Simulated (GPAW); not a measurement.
# Near-edge structure at the La L₃ edge of LaS (Fm-3m)

Aim: the near-edge shape at the La L₃ edge of LaS (Fm-3m), and what the core hole does to it.

Main program and level: GPAW 26.7.0; X-ray absorption from dipole matrix elements to empty bands, plane-wave PAW LDA, without spin-orbit coupling.

## Step 1: The starting structure

It takes space group Fm-3m (No. 225, cubic). Conventional cell: a = 5.854 Å, b = 5.854 Å, c = 5.854 Å, α = 90.00°, β = 90.00°, γ = 90.00°. La has 6 S at 2.93 Å nearest. S has 6 La at 2.93 Å nearest. Farther neighbours and most contacts between anions are not listed.

## Step 2: Ground state of the crystal

The ground state comes first: it tells whether the system has a gap, which decides how the excited electron is treated.

File scf.py:

```python
import numpy as np
from ase import Atoms
from ase.parallel import parprint, paropen
from gpaw import GPAW, PW, FermiDirac, Mixer, MixerDif, setup_paths
from gpaw.test import gen
setup_paths.insert(0, '.')
gen('La', name='nch2p', xcname='LDA', corehole=(2, 1, 0), write_xml=True)
from gpaw.mpi import world
world.barrier()

atoms = Atoms('LaS',
    cell=[[0, 2.927, 2.927],
     [2.927, 0, 2.927],
     [2.927, 2.927, 0]],
    scaled_positions=[[0, 0, 0],
     [0.5, 0.5, 0.5]],
    pbc=True)
atoms.calc = calc = GPAW(legacy_gpaw=True, mode=PW(430), xc='LDA', setups={0: 'nch2p'},
    kpts={'size': (7, 7, 7), 'gamma': True}, occupations=FermiDirac(0.05),
    charge=0, mixer=Mixer(0.1, 5, 50), maxiter=150,
    convergence={'density': 0.0001}, txt='scf.txt')
energy = atoms.get_potential_energy() + calc.get_reference_energy()
ef = calc.get_fermi_level()
out = dict(energy=energy, fermi=ef, forces=atoms.get_forces().tolist())
parprint(f'all-electron energy {energy:.4f} eV, Fermi level {ef:.4f} eV')
ev = np.array([[calc.get_eigenvalues(k, s) for k in range(len(calc.get_ibz_k_points()))] for s in range(calc.get_number_of_spins())])
out['homo'], out['lumo'], out['counts'] = ev[ev < ef].max(), ev[ev > ef].min(), sorted(set((ev < ef).sum((0, 2)).tolist()))
out['filled'] = (ev[:, 0] < ef).sum(1).tolist()
import json
with paropen('out.json', 'w') as f:
    json.dump(out, f)
```

Run with:

```bash
OMP_NUM_THREADS=1 mpirun -n 4 gpaw python scf.py
```

Numbers of over 12 decimals in the logs are rounded to 6 here.

Output:

```text
Input parameters:
  convergence: {density: 0.0001}
  kpts: {gamma: True,
         size: (7, 7, 7)}
  maxiter: 150
  mixer: {backend: pulay,
          beta: 0.1,
          method: separate,
          nmaxold: 5,
          weight: 50}
  mode: {ecut: 430.0,
         name: pw}
  occupations: {fixmagmom: False,
                name: fermi-dirac,
                width: 0.05}
  setups: {0: nch2p}

Initialize ...

[... PAW data sets ...]

Reference energy: -241652.270371  # eV

Spin-paired calculation

[... convergence settings ...]
Symmetries present (total): 48
  [... symmetry matrices ...]

343 k-points: 7 x 7 x 7 Monkhorst-Pack grid
20 k-points in the irreducible part of the Brillouin zone
       k-points in crystal coordinates                weights
   0:     0.00000000    0.00000000    0.00000000          1/343
   1:     0.14285714    0.14285714    0.00000000          6/343
   2:     0.14285714    0.14285714    0.14285714          8/343
   3:     0.28571429    0.14285714    0.14285714         12/343
   4:     0.28571429    0.28571429    0.00000000          6/343
   5:     0.28571429    0.28571429    0.14285714         24/343
   6:     0.28571429    0.28571429    0.28571429          8/343
   7:     0.42857143   -0.28571429   -0.28571429         12/343
   8:     0.42857143    0.28571429   -0.42857143         48/343
   9:     0.42857143    0.28571429   -0.28571429         24/343
          ...
  19:     0.42857143    0.42857143    0.42857143          8/343

Wave functions: Plane wave expansion
  Cutoff energy: 430.000 eV
  Number of coefficients (min, max): 965, 1024
  Pulay-stress correction: 0.000000 eV/Ang^3 (de/decut=0.000000)
  Using FFTW library
  Wavefunction extrapolation:
    Improved wavefunction reuse through dual PAW basis

Occupation numbers: Fermi-Dirac:
  width: 0.0500  # eV

Eigensolver
   Davidson(niter=2)

Densities:
  Coarse grid: 20*20*20 grid
  Fine grid: 40*40*40 grid
  Total Charge: 0.000000

Density mixing:
  Method: separate
  Backend: pulay
  Linear mixing parameter: 0.1
  old densities: 5
  Width of damping distribution: 1.1
  Damping of long wavelength oscillations: 50

[... Hamiltonian set-up ...]
Number of atoms: 2
Number of atomic orbitals: 14
Number of bands in calculation: 14
Number of valence electrons: 17
Bands to converge: occupied

... initialized

Initializing position-dependent things.

Density initialized from atomic densities
Creating initial wave functions:
  14 bands from LCAO basis set

                S

       La

Atomic positions and initial magnetic moments

Positions:
   0 La     0.000000    0.000000    0.000000    ( 0.0000,  0.0000,  0.0000)
   1 S      2.927000    2.927000    2.927000    ( 0.0000,  0.0000,  0.0000)

Unit cell:
           periodic     x           y           z      points  spacing
  1. axis:    yes    0.000000    2.927000    2.927000    20     0.1690
  2. axis:    yes    2.927000    0.000000    2.927000    20     0.1690
  3. axis:    yes    2.927000    2.927000    0.000000    20     0.1690

  Lengths:   4.139403   4.139403   4.139403
  Angles:   60.000000  60.000000  60.000000

Effective grid spacing dv^(1/3) = 0.1844

iter:   1   -14.456353
iter:   2   -14.369253   -2.06  -1.20
iter:   3   -14.237935   -2.00  -1.28
iter:   4   -14.237497   -3.20  -1.63
iter:   5   -14.230077c  -3.18  -1.72
iter:   6   -14.230179c  -4.28  -2.62
iter:   7   -14.229596c  -4.19  -2.68
iter:   8   -14.229569c  -5.68  -3.31
iter:   9   -14.229583c  -6.07  -3.45
iter:  10   -14.229567c  -6.28  -3.38
iter:  11   -14.229566c  -6.48  -3.81
iter:  12   -14.229566c  -8.49c -4.65c

Converged after 12 iterations.

Dipole moment: (-0.000000, -0.000000, 0.000000) |e|*Ang

Energy contributions relative to reference atoms: (reference = -241652.270371)

Kinetic:        +12.405327
Potential:      -11.364444
External:        +0.000000
XC:             -15.055923
Entropy (-ST):   -0.010067
Local:           -0.209492
SIC:             +0.000000
--------------------------
Free energy:    -14.234599
Extrapolated:   -14.229566

Showing only first 2 kpts
 Kpt  Band  Eigenvalues  Occupancy
  0     6      7.54410    2.00000
  0     7      7.54410    2.00000
  0     8     10.54316    1.99112
  0     9     10.54316    1.99112

  1     6      7.36447    2.00000
  1     7      7.36447    2.00000
  1     8      9.99345    2.00000
  1     9     11.45857    0.00001

Fermi level: 10.81381

No gap
No difference between direct/indirect transitions

Forces in eV/Ang:
  0 La    0.00000   -0.00000    0.00000
  1 S    -0.00000    0.00000    0.00000
Scalar-relativistic atomic LDA calculation for La (Lanthanum, Z=57)
Core hole in 2p state (2p occupation: 6.0)
900 radial gridpoints.
|------------------------------------------------|
|------------------------------------------------|
[... the atom generator's iteration count ...]

Energy contributions:
-------------------------
Kinetic:    +8961.894385
XC:          -196.597652
Potential: -17248.057818
-------------------------
Total:      -8482.761085

state      eigenvalue         ekin         rmax
-----------------------------------------------
1s^2.0 : -1420.878060  1824.587568        0.016
2s^2.0 :  -226.309892   385.551451        0.091
2p^6.0 :  -203.128559   359.304706        0.073
3s^2.0 :   -48.391937   114.917104        0.261
3p^6.0 :   -40.963639   106.006970        0.255
3d^10.0:   -30.198267    97.249962        0.210
4s^2.0 :    -9.758543    34.978109        0.608
4p^6.0 :    -7.336477    30.541930        0.635
4d^10.0:    -3.816230    23.959327        0.672
5s^2.0 :    -1.434450     7.834268        1.405
5p^6.0 :    -0.826369     5.791865        1.583
5d^1.0 :    -0.117867     2.187025        2.236
6s^2.0 :    -0.140036     1.002321        3.764
-----------------------------------------------
(units: Bohr and Hartree)

Generating PAW setup
Kinetic energy of the core from tauc = 9250.729520479674
Cutoffs:
rc(s)=2.300
rc(p)=2.000
rc(d)=1.900
rc(vbar)=1.710
rc(comp)=1.900
rc(nct)=2.300

Kinetic energy of the core states: 8907.282992
Charge: 0.0
Core electrons: 46.0
Valence electrons: 11.0
Pseudo-core charge: 0.295028
Shape function alpha=2.770
Pseudo-electron charge 12.796179
state    eigenvalue         norm
--------------------------------
5s(2) :    -1.434450     1.417622
6s(2) :    -0.140036     1.051500
5p(6) :    -0.826369     1.094764
*p    :     0.173631
5d(1) :    -0.117867     0.994321
*d    :     0.882133
--------------------------------

Diagonalizing with gridspacing h=0.050

state   all-electron     PAW
-------------------------------
5s:      -1.434450    -1.435315
5p:      -0.826369    -0.827266
5d:      -0.117867    -0.118176
*f:                    0.054381
-------------------------------
all-electron energy -241666.4999 eV, Fermi level 10.8138 eV
```

The job ended after 5.9 s (4 MPI ranks of Arm Neoverse V1, shared host; peak memory 0.16 GiB).

The mesh shows no gap, so the system is treated as a metal and the core electron is put at the Fermi level (neutral cell).

## Step 3: Spectrum without a core hole, La atom 1

This cheap baseline ignores the attraction of the hole: it shows the absorber's empty states as they are in the ground state. The data set with a hole of occupation 0 only carries the core orbital.

The absorber has 6 S at 2.93 Å (octahedral, site symmetry m-3m).

File xas.py:

```python
import numpy as np
from ase import Atoms
from ase.parallel import parprint, paropen
from gpaw import GPAW, PW, FermiDirac, Mixer, MixerDif, setup_paths
from gpaw.test import gen
setup_paths.insert(0, '.')
gen('La', name='nch2p', xcname='LDA', corehole=(2, 1, 0), write_xml=True)
from gpaw.mpi import world
world.barrier()

atoms = Atoms('LaS',
    cell=[[0, 2.927, 2.927],
     [2.927, 0, 2.927],
     [2.927, 2.927, 0]],
    scaled_positions=[[0, 0, 0],
     [0.5, 0.5, 0.5]],
    pbc=True)
atoms.calc = calc = GPAW(legacy_gpaw=True, mode=PW(430), xc='LDA', setups={0: 'nch2p'},
    kpts={'size': (10, 10, 10), 'gamma': True}, occupations=FermiDirac(0.1),
    charge=0, mixer=Mixer(0.1, 5, 50), maxiter=150,
    convergence={'density': 0.0001}, txt='scf.txt')
energy = atoms.get_potential_energy() + calc.get_reference_energy()
ef = calc.get_fermi_level()
out = dict(energy=energy, fermi=ef, forces=atoms.get_forces().tolist())
parprint(f'all-electron energy {energy:.4f} eV, Fermi level {ef:.4f} eV')
ev = np.array([[calc.get_eigenvalues(k, s) for k in range(len(calc.get_ibz_k_points()))] for s in range(calc.get_number_of_spins())])
out['homo'], out['lumo'], out['counts'] = ev[ev < ef].max(), ev[ev > ef].min(), sorted(set((ev < ef).sum((0, 2)).tolist()))
out['filled'] = (ev[:, 0] < ef).sum(1).tolist()

from ase.units import Ha
from gpaw.xas import dipole_matrix_elements
nb = int(calc.get_number_of_electrons() / 2) + 38
top = nb
nscf = calc.fixed_density(kpts={'size': (6, 6, 6), 'gamma': True},
    convergence={'eigenstates': 1.0}, txt='nscf.txt')
nscf.diagonalize_full_hamiltonian(nbands=nb)
cell = atoms.cell.array
ops = [cell.T @ U.T @ np.linalg.inv(cell.T) for U in nscf.wfs.kd.symmetry.op_scc]
E = np.arange(-25, 34, 0.1)
fwhm = np.interp(E, [4, 25], [3.41, 3.5])
Y, X, zero, highest = 0, 0, 1e9, 1e9
for spin in range(nscf.get_number_of_spins()):
    wfs = nscf.wfs
    A = dipole_matrix_elements(wfs.setups[0])
    eps = np.zeros((wfs.kd.nibzkpts, nb))
    d = np.zeros((3, A.shape[1], wfs.kd.nibzkpts, nb), complex)
    for kpt in wfs.kpt_u:
        if kpt.s == spin and 0 in kpt.P_ani:
            eps[kpt.k] = kpt.eps_n * Ha
            d[:, :, kpt.k] = (kpt.weight * wfs.nspins / 2) ** 0.5 * np.inner(A, kpt.P_ani[0])
    world.sum(eps)
    world.sum(d)
    T = np.einsum('amkn,bmkn->abkn', d, d.conj()).real
    T = sum(np.einsum('ai,ijkn,bj->abkn', R, T, R) for R in ops) / len(ops)
    empty = eps > ef
    zero, highest = min(zero, eps[empty].min()), min(highest, eps[:, top - 1].min())
    lines = [(eps, T, empty)] if spin == 0 else lines + [(eps, T, empty)]
for eps, T, empty in lines:
    f = np.einsum('aakn->akn', T).reshape(3, -1)
    x = eps.ravel() - zero
    w = np.interp(x, E, fwhm) / 2.35482
    g = np.exp(-0.5 * ((E[:, None] - x) / w) ** 2) / (w * (2 * np.pi) ** 0.5)
    Y = Y + (f * empty.ravel()) @ g.T
    X = X + (f * ~empty.ravel()) @ g.T
out.update(E=E.round(2).tolist(), xas=Y.tolist(), xes=X.tolist(), zero=zero, valid=highest - zero, nk=len(eps), nb=nb)
for i in range(0, len(E), 10):
    parprint(f'{E[i]:7.2f}', *(f'{v:10.3e}' for v in Y[:, i]))
import json
with paropen('out.json', 'w') as f:
    json.dump(out, f)
```

Run with:

```bash
OMP_NUM_THREADS=1 mpirun -n 4 gpaw python xas.py
```

Output:

```text
Input parameters:
  convergence: {density: 0.0001}
  kpts: {gamma: True,
         size: (10, 10, 10)}
  maxiter: 150
  mixer: {backend: pulay,
          beta: 0.1,
          method: separate,
          nmaxold: 5,
          weight: 50}
  mode: {ecut: 430.0,
         name: pw}
  occupations: {fixmagmom: False,
                name: fermi-dirac,
                width: 0.1}
  setups: {0: nch2p}

Initialize ...

[...]
*d    :     0.882133
--------------------------------

Diagonalizing with gridspacing h=0.050

state   all-electron     PAW
-------------------------------
5s:      -1.434450    -1.435315
5p:      -0.826369    -0.827266
5d:      -0.117867    -0.118176
*f:                    0.054381
-------------------------------
all-electron energy -241666.5111 eV, Fermi level 10.6915 eV
[...]
32.00  1.613e-06  1.613e-06  1.613e-06
  33.00  1.621e-06  1.621e-06  1.621e-06
[key lines of the parts left out:]
Converged after 12 iterations.
Dipole moment: (-0.000000, -0.000000, 0.000000) |e|*Ang
Free energy:    -14.257037
Fermi level: 10.69146
```

The job ended after 18 s (4 MPI ranks; peak memory 0.3 GiB).

The La L₃ spectrum, La atom 1, no core hole (energy from the lowest empty level; intensity scaled to a mean of 1 over the first 20 eV):

| E (eV) | intensity |
| --- | --- |
| -2.0 | 0.09 |
| -1.5 | 0.17 |
| -1.0 | 0.29 |
| -0.5 | 0.46 |
| 0.0 | 0.68 |
| 0.5 | 0.95 |
| 1.0 | 1.25 |
| 1.5 | 1.55 |
| 2.0 | 1.81 |
| 2.5 | 1.99 |
| 3.0 | 2.06 |
| 3.5 | 2.01 |
| 4.0 | 1.86 |
| 4.5 | 1.66 |
| 5.0 | 1.45 |
| 5.5 | 1.28 |
| 6.0 | 1.16 |
| 6.5 | 1.09 |
| 7.0 | 1.04 |
| 7.5 | 1.01 |
| 8.0 | 0.98 |
| 8.5 | 0.93 |
| 9.0 | 0.89 |
| 9.5 | 0.84 |
| 10.0 | 0.81 |
| 10.5 | 0.79 |
| 11.0 | 0.76 |
| 11.5 | 0.73 |
| 12.0 | 0.70 |
| 12.5 | 0.67 |
| 13.0 | 0.65 |
| 13.5 | 0.65 |
| 14.0 | 0.66 |
| 14.5 | 0.67 |
| 15.0 | 0.68 |
| 15.5 | 0.68 |
| 16.0 | 0.67 |
| 16.5 | 0.66 |
| 17.0 | 0.65 |
| 17.5 | 0.63 |
| 18.0 | 0.62 |
| 18.5 | 0.59 |
| 19.0 | 0.57 |
| 19.5 | 0.55 |
| 20.0 | 0.55 |
| 20.5 | 0.56 |
| 21.0 | 0.60 |
| 21.5 | 0.65 |
| 22.0 | 0.71 |
| 22.5 | 0.77 |
| 23.0 | 0.82 |
| 23.5 | 0.86 |
| 24.0 | 0.88 |
| 24.5 | 0.88 |
| 25.0 | 0.85 |
| 25.5 | 0.80 |
| 26.0 | 0.73 |
| 26.5 | 0.65 |
| 27.0 | 0.58 |
| 27.5 | 0.54 |
| 28.0 | 0.52 |
| 28.5 | 0.53 |
| 29.0 | 0.57 |
| 29.5 | 0.62 |
| 30.0 | 0.67 |
| 30.5 | 0.71 |
| 31.0 | 0.74 |
| 31.5 | 0.75 |
| 32.0 | 0.75 |

Main maxima below 30 eV (height): 3.0 eV (2.06) and 24.2 eV (0.88). At an L edge the dipole rule selects empty d (and weakly s) states on the absorber, and the strong line at the onset measures the empty part of its d band.

The same matrix elements for filled bands give the La L₃ emission of La atom 1 (ground-state approximation; energy from the lowest empty level, largest value 1):

| E (eV) | emission |
| --- | --- |
| -24.00 | 0.00 |
| -23.25 | 0.00 |
| -22.50 | 0.00 |
| -21.75 | 0.00 |
| -21.00 | 0.00 |
| -20.25 | 0.00 |
| -19.50 | 0.00 |
| -18.75 | 0.00 |
| -18.00 | 0.00 |
| -17.25 | 0.00 |
| -16.50 | 0.01 |
| -15.75 | 0.01 |
| -15.00 | 0.03 |
| -14.25 | 0.04 |
| -13.50 | 0.05 |
| -12.75 | 0.04 |
| -12.00 | 0.03 |
| -11.25 | 0.02 |
| -10.50 | 0.01 |
| -9.75 | 0.01 |
| -9.00 | 0.02 |
| -8.25 | 0.06 |
| -7.50 | 0.17 |
| -6.75 | 0.37 |
| -6.00 | 0.64 |
| -5.25 | 0.89 |
| -4.50 | 1.00 |
| -3.75 | 0.95 |
| -3.00 | 0.84 |
| -2.25 | 0.80 |
| -1.50 | 0.82 |
| -0.75 | 0.79 |
| 0.00 | 0.65 |
| 0.75 | 0.42 |
| 1.50 | 0.22 |
| 2.25 | 0.09 |
| 3.00 | 0.03 |

Emission maxima: -4.4 eV (1.00).

## Step 4: Supercell without a hole, the energy reference

The photon energy needs a difference of total energies, so the cell and mesh of the coming hole run are first run without a hole.

Changes to scf.py since step 2:

```diff
@@ -10,11 +10,21 @@
 
-atoms = Atoms('LaS',
-    cell=[[0, 2.927, 2.927],
-     [2.927, 0, 2.927],
-     [2.927, 2.927, 0]],
+atoms = Atoms('La6S6',
+    cell=[[5.854, -2.927, 2.927],
+     [2.927, 2.927, 5.854],
+     [-2.927, -5.854, 2.927]],
     scaled_positions=[[0, 0, 0],
-     [0.5, 0.5, 0.5]],
+     [0.33333333, 0.33333333, 0],
+     [0.16666667, 0.16666667, 0.5],
+     [0.66666667, 0.66666667, 0],
+     [0.5, 0.5, 0.5],
+     [0.83333333, 0.83333333, 0.5],
+     [0.08333333, 0.58333333, 0.75],
+     [0.41666667, 0.91666667, 0.75],
+     [0.25, 0.75, 0.25],
+     [0.75, 0.25, 0.75],
+     [0.58333333, 0.08333333, 0.25],
+     [0.91666667, 0.41666667, 0.25]],
     pbc=True)
 atoms.calc = calc = GPAW(legacy_gpaw=True, mode=PW(430), xc='LDA', setups={0: 'nch2p'},
-    kpts={'size': (7, 7, 7), 'gamma': True}, occupations=FermiDirac(0.05),
+    kpts={'size': (3, 3, 3), 'gamma': True}, occupations=FermiDirac(0.1),
     charge=0, mixer=Mixer(0.1, 5, 50), maxiter=150,
```

Run with:

```bash
OMP_NUM_THREADS=1 mpirun -n 4 gpaw python scf.py
```

Output:

```text
Input parameters:
  convergence: {density: 0.0001}
  kpts: {gamma: True,
         size: (3, 3, 3)}
  maxiter: 150
  mixer: {backend: pulay,
          beta: 0.1,
          method: separate,
          nmaxold: 5,
          weight: 50}
  mode: {ecut: 430.0,
         name: pw}
  occupations: {fixmagmom: False,
                name: fermi-dirac,
                width: 0.1}
  setups: {0: nch2p}

Initialize ...

[...]
6s(2) :    -0.140036     1.051500
5p(6) :    -0.826369     1.094764
*p    :     0.173631
5d(1) :    -0.117867     0.994321
*d    :     0.882133
--------------------------------

Diagonalizing with gridspacing h=0.050

state   all-electron     PAW
-------------------------------
5s:      -1.434450    -1.435315
5p:      -0.826369    -0.827266
5d:      -0.117867    -0.118176
*f:                    0.054381
-------------------------------
all-electron energy -1450555.5311 eV, Fermi level 10.2289 eV
[key lines of the parts left out:]
Converged after 36 iterations.
Dipole moment: (-0.000000, 0.000000, -0.000000) |e|*Ang
Free energy:    -87.320650
Fermi level: 10.22892
```

Elapsed: 85 s, on 4 MPI ranks; peak memory 0.28 GiB.

Reference energy: -1450555.531 eV with the cores included.

[end of part 1 of 3]

[Banner, clock and machine lines of the logs are left out without a mark of their own.]

[Logs are printed without paths, hosts, clocks, repeated set-up lines and the standing remarks that a program may print on its own settings, such as how far it seeks lower states.]

[Hosts, paths, dates, database ids (printed as entryN), source tags and the programs' standing remarks are cut or masked in the printed files.]

[Lists of maxima count a maximum above −3 eV only where it reaches 4 % of the highest in the window and stands out from its surroundings by 2 % of it (1.5 % where it reaches 55 %); shoulders and weaker maxima are passed over, and of the rest the first, up to two pre-edge ones and the few strongest are named.]
